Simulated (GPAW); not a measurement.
Consider Sc3In (Pm-3m).

```
In Sc
1.0
     4.53041    0.00000    0.00000
     0.00000    4.53041    0.00000
     0.00000    0.00000    4.53041
In Sc
1 3
Direct
  0.00000 0.00000 0.00000
  0.00000 0.50000 0.50000
  0.50000 0.00000 0.50000
  0.50000 0.50000 0.00000
```

Absorber: atom 2, with 2 Sc at 3.20 Å, 1 In at 3.20 Å, 2 Sc at 3.20 Å, 1 In at 3.20 Å, 3 Sc at 3.20 Å, 1 In at 3.20 Å, 1 Sc at 3.20 Å and 1 In at 3.20 Å (cuboctahedral, site symmetry 4/mmm). Method: GPAW, LDA, excited-electron core hole (neutral cell), 8-atom cell with 6.4 Å between holes, 5×5×5 k points, dipole transitions, Gaussian full width 0.9 eV up to 4 eV, rising linearly to 3.5 eV at 25 eV.

**Question.** Where do the maxima of the Sc L₃ edge fall?

Main maxima up to 30 eV above the zero (height): 1.5 eV (5.31), 3.2 eV (2.26), 7.8 eV (0.61) and 19.4 eV (0.52). At an L edge the dipole rule selects empty d (and weakly s) states on the absorber, and the strong line at the onset measures the empty part of its d band. 2p–3d multiplets, which reshape such L edges, aren't in a one-electron spectrum. The total-energy difference is 399.01 eV. Two terms are added: -1.39 eV, since the hole is spin-paired here and a spin-polarised one costs that much less in the free atom (computed apart); −1.63 eV, a third of the tabulated L₂–L₃ splitting, since the scalar-relativistic hole is their mean. The photon energy is then 395.99 eV. The tabulated edge of the element is 398.7 eV. The functional leaves an error of a few eV in such absolute values.

The Sc L₃ spectrum (energy from the lowest empty level; intensity scaled to a mean of 1 over the first 20 eV):

```csv
E (eV),intensity
-2.0,0.00
-1.5,0.00
-1.0,0.02
-0.5,0.47
0.0,2.15
0.5,3.47
1.0,4.18
1.5,5.31
2.0,4.03
2.5,2.30
3.0,2.16
3.5,2.04
4.0,1.17
4.5,0.58
5.0,0.31
5.5,0.33
6.0,0.52
6.5,0.60
7.0,0.58
7.5,0.60
8.0,0.60
8.5,0.56
9.0,0.52
9.5,0.49
10.0,0.45
10.5,0.41
11.0,0.40
11.5,0.40
12.0,0.41
12.5,0.41
13.0,0.43
13.5,0.44
14.0,0.44
14.5,0.42
15.0,0.38
15.5,0.34
16.0,0.32
16.5,0.32
17.0,0.34
17.5,0.39
18.0,0.44
18.5,0.48
19.0,0.51
19.5,0.52
20.0,0.51
20.5,0.48
21.0,0.45
21.5,0.42
22.0,0.39
22.5,0.37
23.0,0.35
23.5,0.35
24.0,0.35
24.5,0.35
25.0,0.36
25.5,0.36
26.0,0.36
26.5,0.36
27.0,0.35
27.5,0.34
28.0,0.33
28.5,0.31
29.0,0.30
29.5,0.29
30.0,0.29
30.5,0.29
31.0,0.30
31.5,0.31
32.0,0.33
```

One-electron theory leaves out the 2p–3d multiplets that shape measured L edges of 3d elements, and the L₂ edge isn't added. The holes are only 6.4 Å apart, so the shape is probably not converged with cell size; no larger cell was run here. The mesh is coarse (0.28 Å⁻¹ between points), so small maxima may be mesh ripples. The structure is a computed Materials Project entry and may be a hypothetical form.

[Banner, clock and machine lines of the logs are left out without a mark of their own.]

[Logs are printed without paths, hosts, clocks, repeated set-up lines and the standing remarks that a program may print on its own settings, such as how far it seeks lower states.]

[Hosts, paths, dates, database ids (printed as entryN), source tags and the programs' standing remarks are cut or masked in the printed files.]

[Lists of maxima count a maximum above −3 eV only where it reaches 4 % of the highest in the window and stands out from its surroundings by 2 % of it (1.5 % where it reaches 55 %); shoulders and weaker maxima are passed over, and of the rest the first, up to two pre-edge ones and the few strongest are named.]
